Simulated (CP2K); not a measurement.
Consider 3-acetylthiophene at its PBE geometry (Å).

```xyz
14

C    -2.2574    0.2153   -0.1543
C    -1.0843   -0.6383    0.2862
O    -1.2618   -1.7388    0.8141
C     0.2885   -0.1189    0.0659
C     1.4635   -0.8401    0.4501
C     2.6189   -0.1701    0.1435
S     2.2883    1.3452   -0.6152
C     0.6007    1.0950   -0.5278
H    -3.1882   -0.3064    0.0873
H    -2.2152    0.4070   -1.2363
H    -2.2410    1.1913    0.3518
H     1.4210   -1.8130    0.9332
H     3.6465   -0.4746    0.3170
H    -0.0797    1.8463   -0.9156
```

Method: CP2K XAS_TDP, all-electron GAPW, PBEh(45%), aug-cc-pVDZ, TDA, GW2X-corrected core level, no relativity.

**Question.** Where do the C K-edge lines lie, and how strong are they?

Leading lines: C1 291.15 eV, C2 288.08 eV, C4 286.74 eV, C5 287.33 eV, C6 287.23 eV and C8 286.58 eV. The leading line of an atom is its first one with 35 % of the strongest within 2.5 eV of its lowest line over the strength cut. Core ionisation energies at this level: C5 292.26, C8 292.56, C4 291.97, C6 292.42, C1 292.50 and C2 294.93 eV.

The first six lines of each atom with a strength over 0.0015:

| atom | energy (eV) | states | strength, one atom | above the computed threshold |
| --- | --- | --- | --- | --- |
| C1 (bonded to C and 3 H) | 290.30 | 1 | 0.0062 |  |
|  | 291.15 | 1 | 0.0235 |  |
|  | 291.26 | 1 | 0.0192 |  |
|  | 291.94 | 1 | 0.0043 |  |
|  | 291.99 | 1 | 0.0020 |  |
|  | 292.48 | 1 | 0.0060 |  |
| C2 (bonded to 2 C and O) | 288.08 | 1 | 0.0629 |  |
|  | 292.68 | 1 | 0.0047 |  |
|  | 294.05 | 1 | 0.0018 |  |
|  | 294.31 | 1 | 0.0040 |  |
|  | 294.51 | 1 | 0.0055 |  |
|  | 295.03 | 1 | 0.0021 | yes |
| C4 (bonded to 3 C) | 286.74 | 1 | 0.0284 |  |
|  | 289.09 | 1 | 0.0027 |  |
|  | 290.18 | 1 | 0.0301 |  |
|  | 290.56 | 1 | 0.0050 |  |
|  | 291.51 | 1 | 0.0016 |  |
|  | 291.80 | 1 | 0.0021 |  |
| C5 (bonded to 2 C and H) | 287.33 | 1 | 0.0506 |  |
|  | 290.60 | 1 | 0.0060 |  |
|  | 290.78 | 1 | 0.0041 |  |
|  | 291.22 | 1 | 0.0047 |  |
|  | 291.78 | 1 | 0.0025 |  |
|  | 292.02 | 1 | 0.0046 |  |
| C6 (bonded to C, S and H) | 287.23 | 1 | 0.0489 |  |
|  | 289.61 | 1 | 0.0330 |  |
|  | 290.45 | 1 | 0.0138 |  |
|  | 291.26 | 1 | 0.0044 |  |
|  | 292.59 | 1 | 0.0022 | yes |
|  | 292.96 | 1 | 0.0017 | yes |
| C8 (bonded to C, S and H) | 286.58 | 1 | 0.0493 |  |
|  | 289.84 | 1 | 0.0302 |  |
|  | 290.46 | 1 | 0.0147 |  |
|  | 291.43 | 1 | 0.0043 |  |
|  | 291.62 | 1 | 0.0024 |  |
|  | 291.77 | 1 | 0.0020 |  |

Lines are vertical, at one geometry, with no vibrational structure. GW2X ionisation energies and lines can be off by 1 to 2 eV either way, and a good line position may hide errors that cancel. These values hold no scalar relativity, about 0.1 eV for C 1s. Rydberg lines, and the discretised continuum above threshold, depend on the basis and the box.

[Banner, clock and machine lines of the logs are left out without a mark of their own.]

[Logs are printed without paths, hosts, clocks, repeated set-up lines and the standing remarks that a program may print on its own settings, such as how far it seeks lower states.]

[Hosts, paths, dates, database ids (printed as entryN), source tags and the programs' standing remarks are cut or masked in the printed files.]
